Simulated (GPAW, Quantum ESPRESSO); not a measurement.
## N K-edge XANES of Ta2N (P-3m1)

Do two independent programs agree on the N K edge of Ta2N (P-3m1)? The same cell and functional are run with XSpectra and with GPAW.

Method: core-hole supercells, plane-wave PAW PBE, without spin-orbit coupling (first program; GPAW 26.7.0 follows as the second), in Quantum ESPRESSO 7.5.

## (1) Starting point

Symmetry: P-3m1, No. 164, trigonal system. The conventional cell has a = 3.113 Å, b = 3.113 Å, c = 4.870 Å, α = 90.00°, β = 90.00°, γ = 120.00°. Nearest to Ta lie 3 N at 2.18 Å. Nearest to N lie 6 Ta at 2.18 Å. Farther neighbours and most contacts between anions are not listed.

Coordinates:

```cif
data_structure
_symmetry_space_group_name_H-M 'P-3m1'
_symmetry_Int_Tables_number 164
_cell_length_a 3.1129
_cell_length_b 3.1129
_cell_length_c 4.8698
_cell_angle_alpha 90.000
_cell_angle_beta 90.000
_cell_angle_gamma 120.000
_cell_volume 40.87
loop_
_atom_site_label
_atom_site_type_symbol
_atom_site_symmetry_multiplicity
_atom_site_Wyckoff_symbol
_atom_site_fract_x
_atom_site_fract_y
_atom_site_fract_z
_atom_site_occupancy
Ta1 Ta 2 d 0.33333 0.66667 0.25471 1
N1 N 1 a 0.00000 0.00000 0.00000 1
```

## (2) Ground state of the crystal (Quantum ESPRESSO)

The ground state comes first: it tells whether the system has a gap, which decides how the excited electron is treated.

The PAW data sets are made with ld1.x, with reconstruction data.

scf.in reads:

```
&control
   calculation='scf', prefix='x', pseudo_dir='../pp', outdir='tmp', tprnfor=.true.
/
&system
   ibrav=0, nat=3, ntyp=2, nbnd=20
   ecutwfc=46, ecutrho=360
   occupations='smearing', smearing='mv', degauss=0.015
/
&electrons
   conv_thr=3.0e-08, electron_maxstep=120
   mixing_beta=0.5
/
ATOMIC_SPECIES
Ta 1.0 Ta.pbe-spn-kjpaw.UPF
N3 1.0 N.pbe-n-kjpaw.UPF
CELL_PARAMETERS angstrom
  3.11286151 0.00000000 0.00000000
  -1.55643075 2.69581714 0.00000000
  0.00000000 0.00000000 4.86984100
ATOMIC_POSITIONS crystal
Ta   0.33333333 0.66666667 0.25471100
Ta   0.66666667 0.33333333 0.74528900
N3   0.00000000 0.00000000 0.00000000
K_POINTS automatic
10 10 6 0 0 0
```

Started as:

```sh
OMP_NUM_THREADS=1 mpirun --oversubscribe --bind-to none -np 4 pw.x -nk 4 -in scf.in > scf.out
```

What it wrote:

```text
     [... banner and references ...]
using ibrav=0 with symmetry is DISCOURAGED, use correct ibrav instead

     G-vector sticks info
     --------------------

     Using Slab Decomposition

     bravais-lattice index     =            0
     lattice parameter (alat)  =       5.8825  a.u.
     unit-cell volume          =     275.7793 (a.u.)^3
     number of atoms/cell      =            3
     number of atomic types    =            2
     number of electrons       =        31.00
     number of Kohn-Sham states=           20
     kinetic-energy cutoff     =      46.0000  Ry
     charge density cutoff     =     360.0000  Ry
     scf convergence threshold =      3.0E-08
     mixing beta               =       0.5000
     number of iterations used =            8  plain     mixing
     Exchange-correlation= SLA  PW   PBX  PBC
                           (   1   4   3   4   0   0   0)

     celldm(1)=   5.882456  celldm(2)=   0.000000  celldm(3)=   0.000000
     celldm(4)=   0.000000  celldm(5)=   0.000000  celldm(6)=   0.000000

     crystal axes: (cart. coord. in units of alat)
               a(1) = (   1.000000   0.000000   0.000000 )
               a(2) = (  -0.500000   0.866025   0.000000 )
               a(3) = (   0.000000   0.000000   1.564426 )

     reciprocal axes: (cart. coord. in units 2 pi/alat)
               b(1) = (  1.000000  0.577350 -0.000000 )
               b(2) = (  0.000000  1.154701  0.000000 )
               b(3) = (  0.000000 -0.000000  0.639212 )

     PseudoPot. #1 for Ta:     Pseudo is Projector augmented-wave + core cor, Zval = 13.0

     ../pp/N.pbe-n-kjpaw.UPF
     Pseudo is Projector augmented-wave + core cor, Zval =  5.0
     Shape of augmentation charge: PSQ
     Using radial grid of 1085 points,  4 beta functions with:
                l(1) =   0
                l(2) =   0
                l(3) =   1
                l(4) =   1
     Q(r) pseudized with 0 coefficients

     atomic species   valence    mass     pseudopotential
     Ta               13.00     1.00000     Ta( 1.00)
     N3                5.00     1.00000     N ( 1.00)

     12 Sym. Ops., with inversion, found

   Cartesian axes

     site n.     atom                  positions (alat units)
         1        Ta     tau(   1) = (  -0.0000000   0.5773503   0.3984765  )
         2        Ta     tau(   2) = (   0.5000000   0.2886751   1.1659494  )
         3        N3     tau(   3) = (   0.0000000   0.0000000   0.0000000  )

     number of k points=    72  Marzari-Vanderbilt smearing, width (Ry)=  0.0150
                       cart. coord. in units 2pi/alat
        k(    1) = (   0.0000000   0.0000000   0.0000000), wk =   0.0033333
        k(    2) = (   0.0000000   0.0000000   0.1065354), wk =   0.0066667
        k(    3) = (   0.0000000   0.0000000   0.2130707), wk =   0.0066667
        k(    4) = (   0.0000000   0.0000000  -0.3196061), wk =   0.0033333
        k(    5) = (   0.0000000   0.1154701   0.0000000), wk =   0.0200000
[...]
k(   70) = (  -0.1000000   0.5196152  -0.2130707), wk =   0.0400000
        k(   71) = (  -0.2000000   0.4618802  -0.1065354), wk =   0.0400000
        k(   72) = (  -0.2000000   0.4618802  -0.2130707), wk =   0.0400000

     Dense  grid:    31813 G-vectors     FFT dimensions: (  36,  36,  60)

     Smooth grid:    11607 G-vectors     FFT dimensions: (  25,  25,  40)

     Initial potential from superposition of free atoms

     starting charge      30.9983, renormalised to      31.0000
     Starting wfcs are   24 randomized atomic wfcs
     Checking if some PAW data can be deallocated...

     per-process dynamical memory:    34.9 Mb

     Self-consistent Calculation

     iteration #  1     ecut=    46.00 Ry     beta= 0.50
     Davidson diagonalization with overlap
     ethr =  1.00E-02,  avg # of iterations =  2.0

     total energy              =   -1482.48422646 Ry
[...]
End of self-consistent calculation

          k = 0.0000 0.0000 0.0000 (  1459 PWs)   bands (ev):

   -49.1895 -49.1137 -16.1756 -15.4603 -15.4603 -15.3350 -15.3350 -15.2213
     2.0911  11.1256  13.4621  13.4621  14.5209  18.8661  19.2919  19.2919
    19.7355  19.7986  19.7986  20.6588

          k = 0.0000 0.0000 0.1065 (  1442 PWs)   bands (ev):

   -49.1844 -49.1187 -16.1161 -15.4521 -15.4521 -15.3431 -15.3431 -15.2897
     2.1455  10.9469  13.4175  13.4175  14.8773  18.3556  18.9949  18.9949
    20.0580  20.0580  20.2802  21.1522

          k = 0.0000 0.0000 0.2131 (  1466 PWs)   bands (ev):

   -49.1708 -49.1326 -15.9518 -15.4725 -15.4304 -15.4304 -15.3651 -15.3651
[...]
20.9345  20.9345  20.9424  21.8550

          k = 0.0000 0.0000-0.3196 (  1460 PWs)   bands (ev):

[...]
21.2628  21.3705  21.8070  21.8070

          k = 0.0000 0.1155 0.0000 (  1457 PWs)   bands (ev):

[...]
19.4967  19.5655  20.7540  21.2984

          k = 0.0000 0.1155 0.1065 (  1455 PWs)   bands (ev):

[...]
k = 0.0000 0.1155-0.3196 (  1462 PWs)   bands (ev):

[...]
k = 0.0000 0.2309-0.3196 (  1460 PWs)   bands (ev):

[...]
k = 0.0000 0.3464-0.3196 (  1452 PWs)   bands (ev):

[...]
k = 0.0000 0.4619-0.3196 (  1450 PWs)   bands (ev):

[...]
k = 0.0000-0.5774 0.0000 (  1432 PWs)   bands (ev):

[...]
k = 0.0000-0.5774 0.1065 (  1450 PWs)   bands (ev):

[...]
k = 0.0000-0.5774 0.2131 (  1452 PWs)   bands (ev):

[...]
k = 0.0000-0.5774-0.3196 (  1464 PWs)   bands (ev):

[...]
k = 0.3000 0.5196 0.0000 (  1444 PWs)   bands (ev):

[...]
k = 0.3000 0.5196 0.1065 (  1441 PWs)   bands (ev):

[...]
k = 0.3000 0.5196 0.2131 (  1441 PWs)   bands (ev):

[...]
k = 0.0000 0.3464-0.2131 (  1455 PWs)   bands (ev):

[...]
k = 0.0000 0.4619-0.1065 (  1450 PWs)   bands (ev):

[...]
k = 0.0000 0.4619-0.2131 (  1458 PWs)   bands (ev):

[...]
k =-0.1000 0.2887-0.1065 (  1456 PWs)   bands (ev):

[...]
k =-0.1000 0.2887-0.2131 (  1460 PWs)   bands (ev):

[...]
k =-0.1000 0.4041-0.1065 (  1455 PWs)   bands (ev):

[...]
k =-0.1000 0.4041-0.2131 (  1451 PWs)   bands (ev):

[...]
k =-0.1000 0.5196-0.1065 (  1445 PWs)   bands (ev):

[...]
k =-0.1000 0.5196-0.2131 (  1450 PWs)   bands (ev):

[...]
21.1998  21.7828  22.8466  23.5707

          k =-0.2000 0.4619-0.1065 (  1457 PWs)   bands (ev):

[...]
2.9312  11.4912  12.7571  13.0600  16.0276  16.7708  17.2856  20.3776
    21.2515  21.6975  22.7774  23.5436

          k =-0.2000 0.4619-0.2131 (  1449 PWs)   bands (ev):

   -49.1229 -49.1102 -16.0071 -15.9959 -15.7313 -15.6228 -15.4922 -15.3767
     2.9298  11.5102  12.5925  13.0286  16.5410  17.0117  17.4457  20.0273
    20.0703  21.5790  23.0663  23.9620

     the Fermi energy is    19.5175 ev

!    total energy              =   -1482.67717620 Ry
     total all-electron energy =    -62529.388996 Ry
     estimated scf accuracy    <       0.00000001 Ry
     smearing contrib. (-TS)   =      -0.00055731 Ry
     internal energy E=F+TS    =   -1482.67661889 Ry

     The total energy is F=E-TS. E is the sum of the following terms:
     one-electron contribution =     -23.03012226 Ry
     hartree contribution      =      32.17304590 Ry
     xc contribution           =     -87.22451369 Ry
     ewald contribution        =    -216.94554307 Ry
     one-center paw contrib.   =   -1187.64948576 Ry

     convergence has been achieved in   9 iterations

     Forces acting on atoms (cartesian axes, Ry/au):

     atom    1 type  1   force =     0.00000000    0.00000000   -0.00334442
     atom    2 type  1   force =    -0.00000000   -0.00000000    0.00334442
     atom    3 type  2   force =     0.00000000    0.00000000    0.00000000

     Total force =     0.004730     Total SCF correction =     0.000604
     SCF correction compared to forces is large: reduce conv_thr to get better values

     XML data file, charge density, pseudopotentials, collected wavefunctions

=------------------------------------------------------------------------------=
   JOB DONE.
=------------------------------------------------------------------------------=
```

The job ended after 11 s (4 MPI ranks of Arm Neoverse V1, shared host; peak memory 0.1 GiB).

Absorbing atoms carry a label of their own (element plus a letter or digit), as the spectrum program needs them as separate species.

The mesh shows no gap, so the system is treated as a metal and the core electron is put at the Fermi level (neutral cell).

## (3) Spectrum without a core hole, N atom 3 (Quantum ESPRESSO)

Without a hole the spectrum is the empty density of states of the right symmetry on the absorber, weighted by matrix elements. It needs only the small cell and serves as the baseline.

The absorber has 6 Ta at 2.18 Å (octahedral, site symmetry -3m).

xspectra.in reads:

```
&input_xspectra
   calculation='xanes_dipole', edge='K'
   prefix='x', outdir='tmp', xiabs=2, xe0=19.5175
   xonly_plot=.false., x_save_file='xanes.sav'
   xniter=3000, xcheck_conv=20, xerror=0.005
   xcoordcrys=.false., xepsilon(1)=1, xepsilon(2)=0, xepsilon(3)=0
/
&plot
   xnepoint=413, xemin=-10, xemax=45, terminator=.true., cut_occ_states=.true.
   xgamma=0.4
/
&pseudos
   filecore='../N.wfc'
/
&cut_occ
   cut_desmooth=0.1, cut_stepl=0.05, cut_stepu=0.05, cut_ierror=1e-5
/
11 11 6 0 0 0
```

Started as:

```sh
OMP_NUM_THREADS=1 mpirun --oversubscribe --bind-to none -np 4 xspectra.x -nk 4 -in xspectra.in > xspectra.out
```

What it wrote:

```text
     [... banner and references ...]
Reading input_file

     calculation: xanes_dipole

     xepsilon  [cartesian coordinates]:   1.000000   0.000000   0.000000

     xonly_plot: FALSE
        => complete calculation: Lanczos + spectrum plot

     filecore (core-wavefunction file): ../N.wfc

     main plot parameters:
        cut_occ_states: TRUE
        gamma_mode:  constant
        -> using xgamma [eV]:  0.40
        xemin [eV]: -10.00
        xemax [eV]:  45.00
        xnepoint:  413
        xe0 [eV]:  19.517500 (energy zero read in input file)

[...]
Results of STEP 1 successfully written in x_save_file
     x_save_file name:
     ->  xanes.sav
     x_save_file version:  2

     ... End STEP 1 ...

     ... Begin STEP 2 ...

     The spectrum is calculated using the following parameters:
        xe0 [eV]:   19.5175
        the occupied states are elimintate from the spectrum
        xemin [eV]: -10.00
        xemax [eV]:  45.00
        xnepoint:  413
        constant broadening parameter [eV]:    0.400
        Core level energy [eV]:  -409.9
         (from electron binding energy of neutral atoms in X-ray data booklet)

     Cross-section successfully written in xanes.dat

     ... End STEP 2 ...

                                END JOB XSpectra
```

Elapsed: 76 s, on 4 MPI ranks; peak memory 0.1 GiB.

The N K spectrum, N atom 3, no core hole (energy from the energy zero of the input (xe0, at the border of filled and empty states); intensity scaled to a mean of 1 over the first 20 eV; the points at xe0, where the cut of filled states can leave a spike, are interpolated; polarised curves are means over the symmetry-equivalent atoms):

```
E (eV)  isotropic  ε ⊥ c  ε ∥ c
  -2.0       0.07   0.07   0.07
  -1.4       0.10   0.10   0.09
  -0.8       0.16   0.17   0.15
  -0.2       0.38   0.41   0.34
   0.4       0.79   0.84   0.70
   1.0       1.17   1.23   1.04
   1.6       1.57   1.61   1.50
   2.2       1.50   1.49   1.53
   2.8       1.36   1.29   1.50
   3.4       1.39   1.30   1.56
   4.0       1.31   1.17   1.60
   4.6       1.32   1.21   1.52
   5.2       1.52   1.54   1.49
   5.8       1.64   1.84   1.24
   6.4       1.48   1.74   0.96
   7.0       1.19   1.32   0.92
   7.6       1.13   1.06   1.25
   8.2       0.99   0.88   1.21
   8.8       1.00   0.92   1.18
   9.4       1.21   1.15   1.34
  10.0       1.27   1.22   1.37
  10.6       1.24   1.19   1.34
  11.2       0.91   0.90   0.92
  11.8       0.69   0.72   0.62
  12.4       0.72   0.83   0.49
  13.0       0.97   1.17   0.57
  13.6       0.96   1.14   0.60
  14.2       0.83   0.90   0.71
  14.8       0.69   0.65   0.77
  15.4       0.65   0.61   0.74
  16.0       0.69   0.68   0.73
  16.6       0.65   0.60   0.75
  17.2       0.63   0.56   0.78
  17.8       0.52   0.50   0.58
  18.4       0.43   0.41   0.47
  19.0       0.38   0.37   0.40
  19.6       0.40   0.40   0.42
  20.2       0.47   0.46   0.47
  20.8       0.51   0.43   0.68
  21.4       0.49   0.39   0.67
  22.0       0.56   0.43   0.83
  22.6       0.54   0.47   0.67
  23.2       0.59   0.53   0.72
  23.8       0.69   0.59   0.88
  24.4       0.60   0.55   0.72
  25.0       0.55   0.51   0.62
  25.6       0.58   0.55   0.63
  26.2       0.64   0.68   0.58
  26.8       0.63   0.71   0.48
  27.4       0.59   0.69   0.39
  28.0       0.61   0.75   0.34
  28.6       0.65   0.81   0.32
  29.2       0.73   0.91   0.38
  29.8       0.78   0.93   0.48
  30.4       0.73   0.84   0.52
  31.0       0.67   0.74   0.55
  31.6       0.56   0.55   0.57
```

Main maxima below 24 eV (height): 1.7 eV (1.61), 3.1 eV (1.44), 5.8 eV (1.65), 10.3 eV (1.31), 13.1 eV (1.00) and 15.9 eV (0.70). A K edge sees empty p states; the first features are N p mixed into the empty d states of the Ta neighbours, and the broad ones above probably into the cations' higher empty bands.

## (4) Another broadening

The final state's lifetime shortens with energy, so measured features broaden above the edge; the saved Lanczos coefficients are redrawn with a width that grows.

xspectra_plot.in reads:

```
&input_xspectra
   calculation='xanes_dipole', edge='K'
   prefix='x', outdir='tmp', xiabs=2, xe0=19.5175
   xonly_plot=.true., x_save_file='xanes.sav'
   xniter=3000, xcheck_conv=20, xerror=0.005
   xcoordcrys=.false., xepsilon(1)=1, xepsilon(2)=0, xepsilon(3)=0
/
&plot
   xnepoint=413, xemin=-10, xemax=45, terminator=.true., cut_occ_states=.true.
   gamma_mode='variable', gamma_energy(1)=4, gamma_energy(2)=25, gamma_value(1)=0.3, gamma_value(2)=2.5
/
&pseudos
   filecore='../N.wfc'
/
&cut_occ
   cut_desmooth=0.1, cut_stepl=0.05, cut_stepu=0.05, cut_ierror=1e-5
/
11 11 6 0 0 0
```

Started as:

```sh
OMP_NUM_THREADS=1 xspectra.x -in xspectra_plot.in > xspectra_plot.out
```

What it wrote:

```text
     [... banner and references ...]
Reading input_file
     -------------------------------------------------------------------------

     calculation: xanes_dipole

     xonly_plot: TRUE
        => only the spectrum plot

     main plot parameters:
        cut_occ_states: TRUE
        gamma_mode:  variable
        -> first, constant up to point ( 4.00, 0.30) [eV]
        -> then, linear up to point (25.00, 2.50) [eV]
        -> finally, constant up to xemax
        xemin [eV]: -10.00
        xemax [eV]:  45.00
        xnepoint:  413
[...]
xemin [eV]: -10.00
        xemax [eV]:  45.00
        xnepoint:  413
        energy-dependent broadening parameter:
         -> first, constant up to point ( 4.00, 0.30) [eV]
         -> then, linear up to point (25.00, 2.50) [eV]
         -> finally, constant up to xemax
        Core level energy [eV]:  -409.9
         (from electron binding energy of neutral atoms in X-ray data booklet)

     Cross-section successfully written in xanes.dat

     -------------------------------------------------------------------------
                                END JOB XSpectra
     -------------------------------------------------------------------------
[key lines of the parts left out:]
Fermi level [eV]:  19.8758
```

Wall time 14 s (1 MPI rank); peak memory 0.1 GiB.

With a Lorentzian half width 0.3 eV up to 4 eV, rising linearly to 2.5 eV at 25 eV, the maxima are 1.7 eV (1.72), 3.1 eV (1.49), 4.2 eV (1.33), 5.6 eV (1.58) and 9.9 eV (1.13).

## (5) Supercell without a hole, the energy reference (Quantum ESPRESSO)

The photon energy needs a difference of total energies, so the cell and mesh of the coming hole run are first run without a hole.

scf.in reads:

```
&control
   calculation='scf', prefix='x', pseudo_dir='../pp', outdir='tmp', tprnfor=.true.
/
&system
   ibrav=0, nat=12, ntyp=2, nbnd=76
   ecutwfc=46, ecutrho=360
   occupations='smearing', smearing='mv', degauss=0.015
/
&electrons
   conv_thr=1.2e-07, electron_maxstep=120
   mixing_beta=0.5
/
ATOMIC_SPECIES
Ta 1.0 Ta.pbe-spn-kjpaw.UPF
N 1.0 N.pbe-n-kjpaw.UPF
CELL_PARAMETERS angstrom
  -3.11286151 0.00000000 -4.86984100
  3.11286151 0.00000000 -4.86984100
  3.11286151 -5.39163429 0.00000000
ATOMIC_POSITIONS crystal
Ta   0.70597783 0.03931117 0.66666667
Ta   0.70597783 0.03931117 0.16666667
Ta   0.20597783 0.53931117 0.66666667
Ta   0.20597783 0.53931117 0.16666667
Ta   0.29402217 0.96068883 0.83333333
Ta   0.29402217 0.96068883 0.33333333
Ta   0.79402217 0.46068883 0.83333333
Ta   0.79402217 0.46068883 0.33333333
N    0.00000000 0.00000000 0.00000000
N    0.00000000 0.00000000 0.50000000
N    0.50000000 0.50000000 0.00000000
N    0.50000000 0.50000000 0.50000000
K_POINTS automatic
6 6 6 0 0 0
```

Started as:

```sh
OMP_NUM_THREADS=1 mpirun --oversubscribe --bind-to none -np 4 pw.x -nk 4 -in scf.in > scf.out
```

What it wrote:

```text
     [... banner and references ...]
[banner, memory and clock lines left out]
Found identity + (  0.0000  0.0000  0.5000) symmetry
     This is a supercell, fractional translations are disabled
     using ibrav=0 with symmetry is DISCOURAGED, use correct ibrav instead

     G-vector sticks info

     bravais-lattice index     =            0
     lattice parameter (alat)  =      10.9221  a.u.
     unit-cell volume          =    1103.1171 (a.u.)^3
[...]
atom    1 type  1   force =     0.00000000   -0.00143300   -0.00818198
     atom    2 type  1   force =     0.00001372   -0.00143526   -0.00818494
     atom    3 type  1   force =    -0.00000000   -0.00144708   -0.00818147
[...]
atom   11 type  2   force =     0.00000000   -0.00000000   -0.00000000
     atom   12 type  2   force =     0.00000000    0.00000000   -0.00000000

     Total force =     0.023500     Total SCF correction =     0.000198

     XML data file, charge density, pseudopotentials, collected wavefunctions
[key lines of the parts left out:]
!    total energy              =   -5930.70963915 Ry
the Fermi energy is    19.4999 ev
convergence has been achieved in  10 iterations
```

The job ended after 3.9 min (4 MPI ranks; peak memory 0.35 GiB).

Reference energy: -3403022.724 eV with the cores included.

(Continued in part 2 of 5.)

[Banner, clock and machine lines of the logs are left out without a mark of their own.]

[Logs are printed without paths, hosts, clocks, repeated set-up lines and the standing remarks that a program may print on its own settings, such as how far it seeks lower states.]

[Hosts, paths, dates, database ids (printed as entryN), source tags and the programs' standing remarks are cut or masked in the printed files.]

[Lists of maxima count a maximum above −3 eV only where it reaches 4 % of the highest in the window and stands out from its surroundings by 2 % of it (1.5 % where it reaches 55 %); shoulders and weaker maxima are passed over, and of the rest the first, up to two pre-edge ones and the few strongest are named.]
